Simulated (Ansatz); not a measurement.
# ScC6, from a guessed structure to a relaxed one

Starting from a made-up structure for ScC6, the aim is the relaxed cell, its shortest contacts and, where a second run follows, its electronic structure.

Method: DFT, PBE, plane-wave PAW, files of the set soft_1, scalar-relativistic, no spin, cell and ions relaxed at zero pressure; PAW set soft_1, in the first sound run; inputs show where later runs differ, in Ansatz 0.2.0.

## (1) Starting point

Symmetry: Pm-3m, No. 221, cubic system. Conventional cell: a = 4.288 Å, b = 4.288 Å, c = 4.288 Å, α = 90.00°, β = 90.00°, γ = 90.00°. Sc has 24 C at 3.14 Å nearest. Nearest to C lie 6 C at 1.66 to 2.63 Å and 4 Sc at 3.14 Å. Farther neighbours are not listed.

## (2) Relaxation of the guess

The guess takes its coordinates from another compound and its volume from a rule, so the cell and any free coordinates are relaxed together.

File input.yaml:

```yaml
crystal:
  lattice:
    - [4.288, 0.0, 0.0]
    - [0.0, 4.288, 0.0]
    - [0.0, 0.0, 4.288]
  atoms:
    - { symbol: Sc, position: [0.0, 0.0, 0.0] }
    - { symbol: C, position: [0.5, 0.5, 0.8064] }
    - { symbol: C, position: [0.5, 0.5, 0.1936] }
    - { symbol: C, position: [0.8064, 0.5, 0.5] }
    - { symbol: C, position: [0.5, 0.1936, 0.5] }
    - { symbol: C, position: [0.5, 0.8064, 0.5] }
    - { symbol: C, position: [0.1936, 0.5, 0.5] }
kpoints:
  mp_grid: { grid: [6, 6, 6] }
scf:
  occupations: { method: fermi_dirac, width: 0.05 }
hamiltonian:
  xc: pbe
  pseudopotentials: { kind: paw, azcp: { folder: soft_1 } }
relax:
  f_tol: 0.015
  max_steps: 70
  cell: {}
output:
  forces: true
  stress: true
```

The run is started by

```sh
ansatz run input.yaml --threads 4 --pin off --max-ram 10240MiB --backend cpu --events-out ev --progress --plain --runs-dir out
```

Numbers of over 12 decimals in the logs are rounded to 6 here.

What it wrote:

```text
Engine: ansatz 0.2.0, aarch64-unknown-linux-gnu
Pseudopotentials: kind: paw
Pseudopotential: Sc, paw, valence charge 11, recommended cutoff 420 eV (normal), soft_1/Sc.paw.azcp
Pseudopotential: C, paw, valence charge 4, recommended cutoff 420 eV (normal), soft_1/C.paw.azcp
Functional definition: PBE
  parameter kappa = 0.804
  parameter beta = 0.066725
  exchange = pbe_x(kappa = kappa, mu = beta*pi^2/3)
  correlation = pbe_c(beta = beta)
Crystal: 7 atoms, lattice volume = 78.843 Å³
Basis set: ecut = 420 eV, 1551 PW (Γ), exchange–correlation on 60×60×60 points (8 copies of the dense FFT grid, shifted against one another)
Bands: 25, of which v1, the nominal top of the filled ones, is band 18 counted from 1 (17 counted from 0)
Symmetry: 48 space group operations
Space group: Pm-3m (ITA 221), of the structure as read, at distance tolerance 4.3e-5 Å
k-points: 20 of 216
Non-local potential: Sc, projectors of the file, l = 0: 3, l = 1: 2, l = 2: 3, l = 3: 1
Non-local potential: C, projectors of the file, l = 0: 2, l = 1: 2, l = 2: 1
PAW form: soft (Blöchl's): semilocal exchange-correlation on the pseudo side does not see the compensation charge
PAW one-centre angular grid: Sc, 590 points (default); XC on 64 Gauss nodes
PAW one-centre angular grid: C, 110 points (default); XC on 64 Gauss nodes
Initial density: superposition of atomic densities (chi_scale 0.1, normalization cell, long waves kept (reshape's long-wave potential 0.01 eV rms))
Initial wavefunctions: pseudopotential atomic-orbital guess
Functional: x = pbe(κ = 0.804, μ = 0.219515), c = pbe(β = 0.066725)
SCF iter   1: F=—  HF=-3623.134606 eV  |F-HF|=—  |Δ(HF+E_count)|=         —  Δρ=1.18e-1  dr2=2.10e1  ethr=3.10e-3  ⟨swp⟩=4.8  Hψ=2021  notcnv=0
preconditioner: auto → Kerker (q_TF=auto, 2.383 Å⁻¹)  [metal: Δε(μ)=0.015 eV  Ē_g=8.354 eV  σ=0.050 eV  W_gap=0.08  n_scr=18 (ndim 8)  ℏωp=21.7 eV  f_vac=0.000  D(μ)=10.85/eV (n_scr^D=170)]
SCF iter   2: F=—  HF=-3622.438852 eV  |F-HF|=—  |Δ(HF+E_count)|=   6.96e-1  Δρ=5.53e-2  dr2=4.58e0  ethr=3.10e-3  ⟨swp⟩=2.0  Hψ=749  notcnv=0
SCF iter   3: F=—  HF=-3622.202107 eV  |F-HF|=—  |Δ(HF+E_count)|=   2.37e-1  Δρ=1.67e-2  dr2=4.10e-1  ethr=3.10e-3  ⟨swp⟩=2.0  Hψ=588  notcnv=0
SCF iter   4: F=—  HF=-3622.172722 eV  |F-HF|=—  |Δ(HF+E_count)|=   2.94e-2  Δρ=4.09e-3  dr2=2.60e-2  ethr=1.17e-3  ⟨swp⟩=2.0  Hψ=653  notcnv=0
SCF iter   5: F=—  HF=-3622.172779 eV  |F-HF|=—  |Δ(HF+E_count)|=   5.71e-5  Δρ=1.70e-3  dr2=4.47e-3  ethr=7.43e-5  ⟨swp⟩=1.6  Hψ=535  notcnv=0
SCF iter   6: F=—  HF=-3622.172532 eV  |F-HF|=—  |Δ(HF+E_count)|=   2.48e-4  Δρ=4.37e-4  dr2=3.08e-4  ethr=1.28e-5  ⟨swp⟩=1.1  Hψ=502  notcnv=0
SCF iter   7: F=—  HF=-3622.172513 eV  |F-HF|=—  |Δ(HF+E_count)|=   1.87e-5  Δρ=9.46e-5  dr2=1.34e-5  ethr=8.79e-7  ⟨swp⟩=1.6  Hψ=518  notcnv=0
SCF iter   8: F=—  HF=-3622.172572 eV  |F-HF|=—  |Δ(HF+E_count)|=   5.90e-5  Δρ=3.60e-5  dr2=2.29e-6  ethr=3.83e-8  ⟨swp⟩=1.9  Hψ=576  notcnv=0
SCF iter   9: F=—  HF=-3622.172572 eV  |F-HF|=—  |Δ(HF+E_count)|=   1.73e-7  Δρ=1.14e-5  dr2=2.55e-7  ethr=6.55e-9  ⟨swp⟩=1.4  Hψ=519  notcnv=0
SCF iter  10: F=-3622.172572 eV  HF=-3622.172572 eV  |F-HF|=4.58e-9  |Δ(HF+E_count)|=   2.29e-8  Δρ=1.69e-6  dr2=5.27e-9  ethr=2.86e-10  ⟨swp⟩=4.0  Hψ=1406  notcnv=0
SCF 1 converged in 10 iterations: F = -3622.172572 eV  dr2 = 5.27e-9
  greatest PAW one-centre occupation: 0.998 electrons in one spin orbital (limit 2), on the Sc atom at site 0 (counted from 0), in its partial waves of l = 0
relax step   1: F+E_penalty+E_count = -3622.17257174 eV  Δ(F+E_penalty+E_count) = +0.000e0 eV  max|allowed force component| = 2.623e0 eV/Å  Δτ_max = 0.0000 Å  P = -19.955 GPa  Ω = 78.843 Å³  (10 SCF iters, dr2 threshold 1.00e-7 eV, accepted)
Crystal: 7 atoms, lattice volume = 69.983 Å³
Basis set: ecut = 420 eV, 1357 PW (Γ), exchange–correlation on 60×60×60 points (8 copies of the dense FFT grid, shifted against one another)
Initial density: handed on by an earlier stage of this run
Initial wavefunctions: those handed on with the density
iter 1 solved again at ethr=3.41e-4 eV; its pass at ethr=3.10e-3 eV (dr2=1.19e-1 eV) is discarded
SCF iter   1: F=—  HF=-3623.884339 eV  |F-HF|=—  |Δ(HF+E_count)|=         —  Δρ=1.24e-2  dr2=1.13e-1  ethr=3.41e-4  ⟨swp⟩=1.1  Hψ=2974  notcnv=0
preconditioner: auto → Kerker (q_TF=auto, 2.431 Å⁻¹)  [metal: Δε(μ)=0.045 eV  Ē_g=9.630 eV  σ=0.050 eV  W_gap=0.22  n_scr=18 (ndim 8)  ℏωp=23.1 eV  f_vac=0.000  D(μ)=4.68/eV (n_scr^D=56)]
SCF iter   2: F=—  HF=-3623.857582 eV  |F-HF|=—  |Δ(HF+E_count)|=   2.68e-2  Δρ=6.98e-3  dr2=3.73e-2  ethr=3.22e-4  ⟨swp⟩=2.0  Hψ=608  notcnv=0
SCF iter   3: F=—  HF=-3623.845457 eV  |F-HF|=—  |Δ(HF+E_count)|=   1.21e-2  Δρ=9.71e-4  dr2=7.35e-4  ethr=1.07e-4  ⟨swp⟩=2.1  Hψ=888  notcnv=0
SCF iter   4: F=—  HF=-3623.845531 eV  |F-HF|=—  |Δ(HF+E_count)|=   7.49e-5  Δρ=1.84e-4  dr2=2.58e-5  ethr=2.10e-6  ⟨swp⟩=2.6  Hψ=854  notcnv=0
SCF iter   5: F=—  HF=-3623.845570 eV  |F-HF|=—  |Δ(HF+E_count)|=   3.85e-5  Δρ=5.08e-5  dr2=2.00e-6  ethr=7.36e-8  ⟨swp⟩=2.5  Hψ=852  notcnv=0
SCF iter   6: F=-3623.845570 eV  HF=-3623.845570 eV  |F-HF|=2.82e-8  |Δ(HF+E_count)|=   4.57e-7  Δρ=1.25e-5  dr2=1.28e-7  ethr=2.00e-9  ⟨swp⟩=4.0  Hψ=1506  notcnv=0
SCF 2 converged in 6 iterations: F = -3623.845570 eV  dr2 = 1.28e-7
relax step   2: F+E_penalty+E_count = -3623.84557034 eV  Δ(F+E_penalty+E_count) = -1.673e0 eV  max|allowed force component| = 3.177e0 eV/Å  Δτ_max = 0.0329 Å  P = -18.064 GPa  Ω = 69.983 Å³  energy of the carried Pulay correction = +1.230e-2 eV  (6 SCF iters, dr2 threshold 7.00e-7 eV, accepted)
Crystal: 7 atoms, lattice volume = 59.797 Å³
Basis set: ecut = 420 eV, 1189 PW (Γ), exchange–correlation on 60×60×60 points (8 copies of the dense FFT grid, shifted against one another)
SCF iter   1: F=—  HF=-3626.796723 eV  |F-HF|=—  |Δ(HF+E_count)|=         —  Δρ=9.78e-2  dr2=6.64e0  ethr=3.10e-3  ⟨swp⟩=8.0  Hψ=2624  notcnv=0
preconditioner: auto → Kerker (q_TF=auto, 2.495 Å⁻¹)  [metal: Δε(μ)=0.040 eV  Ē_g=11.342 eV  σ=0.050 eV  W_gap=0.20  n_scr=18 (ndim 8)  ℏωp=25.0 eV  f_vac=0.000  D(μ)=2.70/eV (n_scr^D=26)]
SCF iter   2: F=—  HF=-3625.349819 eV  |F-HF|=—  |Δ(HF+E_count)|=    1.45e0  Δρ=5.30e-2  dr2=2.13e0  ethr=3.10e-3  ⟨swp⟩=2.0  Hψ=1020  notcnv=0  defer=12
SCF iter   3: F=—  HF=-3624.723469 eV  |F-HF|=—  |Δ(HF+E_count)|=   6.26e-1  Δρ=5.97e-3  dr2=1.35e-2  ethr=3.10e-3  ⟨swp⟩=2.4  Hψ=894  notcnv=0  defer=12
SCF iter   4: F=—  HF=-3624.722635 eV  |F-HF|=—  |Δ(HF+E_count)|=   8.33e-4  Δρ=1.90e-3  dr2=4.35e-3  ethr=3.86e-5  ⟨swp⟩=2.3  Hψ=1049  notcnv=0  defer=11
[...]
relax step   4: F+E_penalty+E_count = -3625.19282324 eV  Δ(F+E_penalty+E_count) = -4.706e-1 eV  max|allowed force component| = 3.315e0 eV/Å  Δτ_max = 0.1083 Å  P = -10.810 GPa  Ω = 60.929 Å³  energy of the carried Pulay correction = +2.649e-2 eV  (8 SCF iters, dr2 threshold 7.00e-7 eV, accepted)
relax step   5: F+E_penalty+E_count = -3625.63366810 eV  Δ(F+E_penalty+E_count) = -4.408e-1 eV  max|allowed force component| = 1.324e0 eV/Å  Δτ_max = 0.0683 Å  P = +3.168 GPa  Ω = 60.911 Å³  energy of the carried Pulay correction = +2.652e-2 eV  (8 SCF iters, dr2 threshold 7.00e-7 eV, accepted)
relax step   6: F+E_penalty+E_count = -3625.69816834 eV  Δ(F+E_penalty+E_count) = -6.450e-2 eV  max|allowed force component| = 1.786e-1 eV/Å  Δτ_max = 0.0163 Å  P = -0.444 GPa  Ω = 60.522 Å³  energy of the carried Pulay correction = +2.717e-2 eV  (6 SCF iters, dr2 threshold 7.00e-7 eV, accepted)
relax step   7: F+E_penalty+E_count = -3625.69861180 eV  Δ(F+E_penalty+E_count) = -4.435e-4 eV  max|allowed force component| = 5.249e-2 eV/Å  Δτ_max = 0.0067 Å  P = +1.669 GPa  Ω = 59.425 Å³  energy of the carried Pulay correction = +2.902e-2 eV  (6 SCF iters, dr2 threshold 7.00e-7 eV, rejected (line search))
relax step   8: F+E_penalty+E_count = -3625.70134261 eV  Δ(F+E_penalty+E_count) = -3.174e-3 eV  max|allowed force component| = 1.729e-2 eV/Å  Δτ_max = 0.0040 Å  P = -0.031 GPa  Ω = 60.095 Å³  energy of the carried Pulay correction = +2.789e-2 eV  (7 SCF iters, accepted)
relax step   9: F+E_penalty+E_count = -3625.70133683 eV  Δ(F+E_penalty+E_count) = +5.778e-6 eV  max|allowed force component| = 1.309e-3 eV/Å  Δτ_max = 0.0003 Å  P = +0.002 GPa  Ω = 60.104 Å³  energy of the carried Pulay correction = +2.787e-2 eV  (6 SCF iters, dr2 threshold 1.87e-8 eV, accepted)
relax step  10: F+E_penalty+E_count = -3625.69265419 eV  Δ(F+E_penalty+E_count) = +8.683e-3 eV  max|allowed force component| = 1.140e-3 eV/Å  Δτ_max = 0.0000 Å  P = -0.250 GPa  Ω = 60.104 Å³  stress off target by 2.50e-1 GPa  SCF on the basis re-selected at this cell (its energy is not comparable with the rows above)  (6 SCF iters)
relax step  11: F+E_penalty+E_count = -3625.69292098 eV  Δ(F+E_penalty+E_count) = -2.668e-4 eV  max|allowed force component| = 1.779e-4 eV/Å  Δτ_max = 0.0004 Å  P = +0.002 GPa  Ω = 60.006 Å³  energy of the carried Pulay correction = +1.896e-4 eV  (6 SCF iters, dr2 threshold 1.56e-7 eV, accepted)
iter 1 solved again at ethr=2.52e-7 eV; its pass at ethr=3.10e-3 eV (dr2=8.82e-5 eV) is discarded
SCF iter   1: F=—  HF=-3625.692783 eV  |F-HF|=—  |Δ(HF+E_count)|=         —  Δρ=1.00e-5  dr2=1.07e-8  ethr=2.52e-7  ⟨swp⟩=3.0  Hψ=3396  notcnv=0
eigensolver tolerance schedule: the retry pair's looser diagonalisation over-reported the residual by 8253.48 of it (diagonalisation noise at 2.04 of the residual, at the tolerance the schedule requests for it); recorded, not acted on — ethr = c·dr2/N_el stays at c = 1.0e-1
preconditioner: auto → Resta (q_TF=auto, 2.494 Å⁻¹)  ε∞=6.5  [insulator: Δε(μ)=0.164 eV  Ē_g=10.664 eV  σ=0.050 eV  W_gap=0.59  n_scr=18 (ndim 8)  ℏωp=24.9 eV  f_vac=0.000  D(μ)=2.23/eV (n_scr^D=18)  ε∞_Penn≈6.5]
SCF iter   2: F=—  HF=-3625.692610 eV  |F-HF|=—  |Δ(HF+E_count)|=   1.73e-4  Δρ=5.06e-6  dr2=2.08e-9  ethr=3.05e-11  ⟨swp⟩=3.0  Hψ=1022  notcnv=0
SCF iter   3: F=—  HF=-3625.692610 eV  |F-HF|=—  |Δ(HF+E_count)|=   9.00e-9  Δρ=7.93e-7  dr2=7.69e-11  ethr=5.94e-12  ⟨swp⟩=2.0  Hψ=770  notcnv=0
iter 4 did not close the SCF: its close was put off for the readings that it lacked (scf_convergence_deferred on its scf_iter line)
SCF iter   4: F=-3625.692610 eV  HF=-3625.692610 eV  |F-HF|=4.09e-12  |Δ(HF+E_count)|=  1.60e-10  Δρ=2.33e-7  dr2=1.30e-11  ethr=1.00e-12  ⟨swp⟩=1.0  Hψ=500  notcnv=0
iter 5 did not close the SCF: its close was put off for the readings that it lacked (scf_convergence_deferred on its scf_iter line)
SCF iter   5: F=-3625.692610 eV  HF=-3625.692610 eV  |F-HF|=4.55e-13  |Δ(HF+E_count)|=  8.64e-12  Δρ=1.60e-8  dr2=1.72e-13  ethr=1.00e-12  ⟨swp⟩=1.0  Hψ=500  notcnv=0
iter 6 did not close the SCF: its close was put off for the readings that it lacked (scf_convergence_deferred on its scf_iter line)
SCF iter   6: F=-3625.692610 eV  HF=-3625.692610 eV  |F-HF|=4.55e-13  |Δ(HF+E_count)|=    0.00e0  Δρ=5.38e-9  dr2=1.38e-14  ethr=1.00e-12  ⟨swp⟩=1.0  Hψ=500  notcnv=0
iter 7 did not close the SCF: its close was put off for the readings that it lacked (scf_convergence_deferred on its scf_iter line)
SCF iter   7: F=-3625.692610 eV  HF=-3625.692610 eV  |F-HF|=9.09e-13  |Δ(HF+E_count)|=  4.55e-13  Δρ=2.15e-9  dr2=1.52e-15  ethr=1.00e-12  ⟨swp⟩=1.0  Hψ=500  notcnv=0
SCF iter   8: F=-3625.692610 eV  HF=-3625.692610 eV  |F-HF|=0.00e0  |Δ(HF+E_count)|=    0.00e0  Δρ=4.73e-10  dr2=5.43e-17  ethr=1.00e-12  ⟨swp⟩=2.0  Hψ=1238  notcnv=0
SCF 12 converged in 8 iterations: F = -3625.692610 eV  dr2 = 5.43e-17
relax step  12: F+E_penalty+E_count = -3625.69261023 eV  Δ(F+E_penalty+E_count) = +3.108e-4 eV  max|allowed force component| = 2.548e-4 eV/Å  Δτ_max = 0.0000 Å  P = -0.002 GPa  Ω = 60.006 Å³  stress off target by 1.53e-3 GPa  SCF on the basis re-selected at this cell (its energy is not comparable with the rows above)  (8 SCF iters)
basis re-selected at this cell: Δ(F+E_penalty+E_count) = +3.108e-4 eV, ΔP = -0.004 GPa vs the last step (what re-selecting the basis moved, of the pressure what is left beyond the Pulay correction that the steps carried, after the strain that the cell walked since its last selection, with what the two solves' SCF thresholds leave and, on support functions, any second-order correction that the steps lacked; it is no m [...]
SCF converged after 8 iterations
Free energy (F): -3625.692610 eV
Harris-Foulkes:  -3625.692610 eV  (|F-HF|=0.00e0)
Internal energy: -3625.672230 eV  (E = F + TS)
E sigma→0 (E₀):  -3625.682420 eV
Entropy (-TS):   -0.020380 eV (-2.911 meV/atom)
Fermi energy:    12.845846 eV
--- Per-component energies (eV) ---
  E_band       = -78.573350
  E_kinetic    = 731.651677
  E_local      = -1178.325641  (includes V_loc(G=0)·N_el)
  E_nonlocal   = 283.831540
  E_hartree    = 376.819137
  E_xc         = -365.800982
  E_vxc        = -450.794065  (∫ρ·V_xc dr)
  E_paw        = -1589.691453  (= ΣΔE_a)
  E_vpaw       = -218.575294  (= ΣTr[D̂ρ^β])
  E_aug_tail   = 0.000160  (compensation charges beyond the density's cutoff)
  E_ewald      = -1884.156667
  E_smearing   = -0.020380  (= −TS)
  E_closure    = -0.000000  (closes the sum)
  Σ components = -3625.692610   (vs F -3625.692610, Δ=0.00e0)
--- Forces (eV/Å), atoms counted from 1 ---
  atom   1  Sc     0.00000000    -0.00000000    -0.00000000
  atom   2  C      0.00000000     0.00000000     0.00025476
  atom   3  C     -0.00000000    -0.00000000    -0.00025476
  atom   4  C      0.00025476     0.00000000     0.00000000
  atom   5  C     -0.00000000    -0.00025476    -0.00000000
  atom   6  C      0.00000000     0.00025476     0.00000000
  atom   7  C     -0.00025476     0.00000000     0.00000000
  max |Σ_I F_I| component: 9.25e-17 eV/Å
--- Stress (GPa, compression-positive) ---
       -0.001535      -0.000000      -0.000000
        0.000000      -0.001535       0.000000
       -0.000000       0.000000      -0.001535
  P = ⅓ Tr σ = -0.0015 GPa (-0.015 kbar)
--- Relaxed structure (10 steps of the walk, 9 accepted, 2 SCFs on fresh bases) ---
  F+E_penalty+E_count = -3625.69261023 eV   max|allowed force component| = 2.548e-4 eV/Å   (the final SCF, on the basis selected at the relaxed cell)
  cell:  # Å, volume = 60.0060 Å³
    - [3.914998, 0, 0]
    - [0, 3.914998, 0]
    - [0, 0, 3.914998]
  atoms:
    - { symbol: Sc, position: [2.5429048821621647e-18, 2.7740780532678154e-18, 1.1558658555282563e-18] }
    - { symbol: C, position: [0.5, 0.5, 0.830664] }
    - { symbol: C, position: [0.5, 0.5, 0.169336] }
    - { symbol: C, position: [0.830664, 0.5, 0.5] }
    - { symbol: C, position: [0.5, 0.169336, 0.5] }
    - { symbol: C, position: [0.5, 0.830664, 0.5] }
    - { symbol: C, position: [0.169336, 0.5, 0.5] }
```

Run time: 7.7 s. Hardware: 4 threads of Arm Neoverse V2, shared host; peak memory 0.39 GiB; 24 s of CPU time.

Step by step:

```tsv
step	energy less that of the first step (eV)	largest force component (eV/Å)	pressure (GPa)	volume (Å³)
1	0.0000	2.6235	-19.95	78.84
2	-1.6730	3.1768	-18.06	69.98
3	-2.5497	6.6321	24.10	59.80
4	-3.0203	3.3152	-10.81	60.93
5	-3.4611	1.3237	3.17	60.91
6	-3.5256	0.1786	-0.44	60.52
7	-3.5260	0.0525	1.67	59.43
8	-3.5288	0.0173	-0.03	60.09
9	-3.5288	0.0013	0.00	60.10
10*	-3.5201	0.0011	-0.25	60.10
11	-3.5203	0.0002	0.00	60.01
12*	-3.5200	0.0003	0.00	60.01
```

Relaxation steps marked * repeat the geometry before them on a plane-wave basis chosen anew for their cell, so energy and pressure can jump there. Relaxation step 7 was tried and not accepted.

The run keeps the 48 symmetry operations that it works with, so distortions that break them were not tested.

```tsv
conventional cell, symmetrised	before	after	change
a (Å)	4.288	3.915	-8.7 %
b (Å)	4.288	3.915	-8.7 %
c (Å)	4.288	3.915	-8.7 %
volume (Å³/atom)	11.26	8.57	-23.9 %
```

The atoms that moved most (Å, as changes of fractional coordinates times the final cell):

```tsv
atom	dx	dy	dz	length
C2	0.000	0.000	0.095	0.095
C4	0.095	0.000	0.000	0.095
C6	0.000	0.095	0.000	0.095
C3	0.000	0.000	-0.095	0.095
C7	-0.095	0.000	0.000	0.095
C5	0.000	-0.095	0.000	0.095
```

Numbers from this step:

```
free energy             : -3625.6926 eV
energy at zero smearing : -3625.6824 eV
smearing term TS        : 0.02038 eV
Fermi energy            : 12.85 eV
electrons               : 35
symmetry operations     : 48
pressure                : -0.001535 GPa
```

The shortest distance of each pair, which need not be the same contact before and after:

```tsv
pair	guess (Å)	relaxed (Å)
C–C	1.660	1.326
C–Sc	3.144	2.847
Sc–Sc	4.288	3.915
```

The relaxation ends with a largest force component of 2.6e-4 eV/Å and a pressure of 0.00 GPa.

(Part 1 of 2 ends here.)

[Logs are printed without paths, hosts, clocks, repeated set-up lines and the standing remarks that a program may print on its own settings, such as how far it seeks lower states.]

[Hosts, paths, dates, database ids (printed as entryN), source tags and the programs' standing remarks are cut or masked in the printed files.]
